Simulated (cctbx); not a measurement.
# What is wrong with this refinement?

Cell a = 4.2170 Å, b = 4.3140 Å, c = 12.5800 Å, α = 90.00°, β = 90.00°, γ = 90.00°; space group Pmmm (no. 47).

Simulated single-crystal data (cctbx): Ag Kα, λ = 0.56087 Å, to d = 0.75 Å, 95 % of the full sphere, strongest reflection 5000 counts, noise from counting, a 4 % proportional error and a noise floor of 8 counts (s.d.); no absorption.

An anisotropic refinement with weights 1/σ² prints:

```text
Rint 0.060, 377 unique reflections to 0.75 A
cycle     R1     wR2    GooF  max shift (A)
   1  0.2443  0.4346   9.442   0.01662
   2  0.2350  0.4148   9.011   0.00027
final R1 0.2350 wR2 0.4148 GooF 9.011  parameters 21  data/parameter 18.0
atom        x        y        z      Ueq    occ   su(xyz)  su(Uiso or U11)
Ir1    0.50000  0.00000  0.50000   0.0095  1.000  0.00000  0.0045
Ir2    0.00000  0.00000  0.18701   0.0038  1.000  0.00052  0.0030
Eu1    0.50000  0.00000  0.00000   0.0055  1.000  0.00000  0.0048  NPD
Eu2    0.50000  0.50000  0.70259   0.0044  1.000  0.00063  0.0041
Pd1    0.00000  0.50000  0.50000   0.0056  1.000  0.00000  0.0102  NPD
As1    0.00000  0.50000  0.89755   0.0040  1.000  0.00122  0.0080
difference map: max 122.92 min -26.37 rms 5.12
Q1    0.0000  0.0000  0.3762    2  123.08  2.38 A from Ir2
Q2    0.5000  0.0000  0.5000    1   52.75  0.00 A from Ir1
Q3    0.0000  0.0000  0.2014    2   32.91  0.18 A from Ir2
Q4    0.5000  0.5000  0.1284    2   24.96  2.13 A from Eu2
Q5    0.0000  0.0000  0.0722    2   21.06  1.44 A from Ir2
Q6    0.5000  0.0000  0.2984    2   20.85  2.16 A from Eu2
```

Q: Accept it or mend it, and why?

Mend it. The fault: an atom left out, As at (0, 0, 0.6227). Against the right model at the same level, R1 goes from 0.0222 to 0.2350 and GooF from 0.97 to 9.01, the top difference peak, 123.1 e/Å³, lies 2.38 Å from Ir2 and Eu1 and Pd1 go non-positive-definite. Q1 is the missing atom. With scattering power missing, scale and phases suffer, so peaks may also grow on the heavy atoms.

The compound is Eu3As4Ir3Pd. The right model at the same level gives:

```text
Rint 0.060, 377 unique reflections to 0.75 A
cycle     R1     wR2    GooF  max shift (A)
   1  0.0249  0.0499   1.090   0.00034
   2  0.0222  0.0442   0.966   0.00000
final R1 0.0222 wR2 0.0442 GooF 0.966  parameters 25  data/parameter 15.1
atom        x        y        z      Ueq    occ   su(xyz)  su(Uiso or U11)
Ir1    0.50000  0.00000  0.50000   0.0066  1.000  0.00000  0.0004
Ir2    0.00000  0.00000  0.18832   0.0092  1.000  0.00005  0.0003
Eu1    0.50000  0.00000  0.00000   0.0079  1.000  0.00000  0.0005
Eu2    0.50000  0.50000  0.70130   0.0095  1.000  0.00006  0.0004
Pd1    0.00000  0.50000  0.50000   0.0097  1.000  0.00000  0.0009
As1    0.00000  0.50000  0.89673   0.0095  1.000  0.00013  0.0008
As2    0.00000  0.00000  0.62271   0.0102  1.000  0.00014  0.0007
difference map: max 3.13 min -3.69 rms 0.69
Q1    0.2352  0.0000  0.5000    2    3.19  1.12 A from Ir1
Q2    0.5000  0.5000  0.0679    2    2.76  2.15 A from As1
Q3    0.0000  0.5000  0.1672    2    2.73  0.80 A from As1
Q4    0.2791  0.0000  0.0000    2    2.42  0.93 A from Eu1
Q5    0.1441  0.2228  0.5000    4    2.31  1.34 A from Pd1
Q6    0.2252  0.5000  0.5000    2    2.28  0.95 A from Pd1
```

The model is made up (kin elements in a known structure type, no relaxation), so it says nothing on whether the phase exists.

[Middle refinement cycles are left out of these outputs.]

[Logs are printed without paths, hosts, clocks, repeated set-up lines and the standing remarks that a program may print on its own settings, such as how far it seeks lower states.]
